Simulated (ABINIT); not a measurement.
An input for ABINIT 10.8.3 (PtS2 (P-3m1)):

```
acell 3*1.0 Angstrom
rprim 
  3.548742189349 0.000000000014 0.000000000000
  -1.774371094686 3.073300887451 0.000000000000
  0.000000000000 0.000000000000 5.597066540000
ntypat 2
znucl 78 16
natom 3
typat 1 2 2
xred 
  0.000000000000 0.000000000000 0.000000000000
  0.666666666667 0.333333333333 0.779664060000
  0.333333333333 0.666666666667 0.220335940000
pp_dirpath "pseudos"
pseudos "Pt.upf, S.upf"
ecut 34
iscf -2
irdden 1
kptopt 0
nkpt 75
kpt 
  0.00000000 0.00000000 0.00000000
  0.06250000 0.00000000 0.00000000
  0.12500000 0.00000000 0.00000000
  0.18750000 0.00000000 0.00000000
  0.25000000 0.00000000 0.00000000
  0.31250000 0.00000000 0.00000000
  0.37500000 0.00000000 0.00000000
  0.43750000 0.00000000 0.00000000
  0.50000000 0.00000000 0.00000000
  0.47916667 0.04166667 0.00000000
  0.45833333 0.08333333 0.00000000
  0.43750000 0.12500000 0.00000000
  0.41666666 0.16666666 0.00000000
  0.39583333 0.20833333 0.00000000
  0.37500000 0.25000000 0.00000000
  0.35416666 0.29166666 0.00000000
  0.33333333 0.33333333 0.00000000
  0.29166666 0.29166666 0.00000000
  0.25000000 0.25000000 0.00000000
  0.20833333 0.20833333 0.00000000
  0.16666666 0.16666666 0.00000000
  0.12500000 0.12500000 0.00000000
  0.08333333 0.08333333 0.00000000
  0.04166667 0.04166667 0.00000000
  0.00000000 0.00000000 0.00000000
  0.00000000 0.00000000 0.06250000
  0.00000000 0.00000000 0.12500000
  0.00000000 0.00000000 0.18750000
  0.00000000 0.00000000 0.25000000
  0.00000000 0.00000000 0.31250000
  0.00000000 0.00000000 0.37500000
  0.00000000 0.00000000 0.43750000
  0.00000000 0.00000000 0.50000000
  0.06250000 0.00000000 0.50000000
  0.12500000 0.00000000 0.50000000
  0.18750000 0.00000000 0.50000000
  0.25000000 0.00000000 0.50000000
  0.31250000 0.00000000 0.50000000
  0.37500000 0.00000000 0.50000000
  0.43750000 0.00000000 0.50000000
  0.50000000 0.00000000 0.50000000
  0.47916667 0.04166667 0.50000000
  0.45833333 0.08333333 0.50000000
  0.43750000 0.12500000 0.50000000
  0.41666666 0.16666666 0.50000000
  0.39583333 0.20833333 0.50000000
  0.37500000 0.25000000 0.50000000
  0.35416666 0.29166666 0.50000000
  0.33333333 0.33333333 0.50000000
  0.29166666 0.29166666 0.50000000
  0.25000000 0.25000000 0.50000000
  0.20833333 0.20833333 0.50000000
  0.16666666 0.16666666 0.50000000
  0.12500000 0.12500000 0.50000000
  0.08333333 0.08333333 0.50000000
  0.04166667 0.04166667 0.50000000
  0.00000000 0.00000000 0.50000000
  0.50000000 0.00000000 0.50000000
  0.50000000 0.00000000 0.43750000
  0.50000000 0.00000000 0.37500000
  0.50000000 0.00000000 0.31250000
  0.50000000 0.00000000 0.25000000
  0.50000000 0.00000000 0.18750000
  0.50000000 0.00000000 0.12500000
  0.50000000 0.00000000 0.06250000
  0.50000000 -0.00000000 0.00000000
  0.33333333 0.33333333 0.50000000
  0.33333333 0.33333333 0.43750000
  0.33333333 0.33333333 0.37500000
  0.33333333 0.33333333 0.31250000
  0.33333333 0.33333333 0.25000000
  0.33333333 0.33333333 0.18750000
  0.33333333 0.33333333 0.12500000
  0.33333333 0.33333333 0.06250000
  0.33333333 0.33333333 0.00000000
istwfk *1
nband 22
nbdbuf 2
tolwfr 1e-08
nstep 40
prtwf 0
prtvol 0
indata_prefix "in"
outdata_prefix "out"
tmpdata_prefix "tmp"
```

```sh
OMP_NUM_THREADS=1 mpirun -n 8 abinit run.abi > log
```

Estimate wall time and host memory on 8 MPI ranks of Arm Neoverse V1, shared host.

It took 19 s; on shared hardware allow 9.5 s to 38 s. Peak host memory was 0.58 GiB.

[Paths, hosts, dates, memory and timing lines, banners, echoed tables and standing remarks are left out of the program output.]

[Logs are printed without paths, hosts, clocks, repeated set-up lines and the standing remarks that a program may print on its own settings, such as how far it seeks lower states.]

[Runs of the session that timed out or met a known fault of the program may be left out.]

[Hosts, paths, dates, database ids (printed as entryN), source tags and the programs' standing remarks are cut or masked in the printed files.]

[G0W0 gaps are taken among the corrected bands and points alone; a level outside them can change the order at an edge.]

[Where Ansatz stands beside ABINIT at settings called matched, ABINIT's density can come from a denser mesh and the files from another edition; pairs whose starting gaps differed by over 0.03 eV were left out, so agreement reads better than it is.]
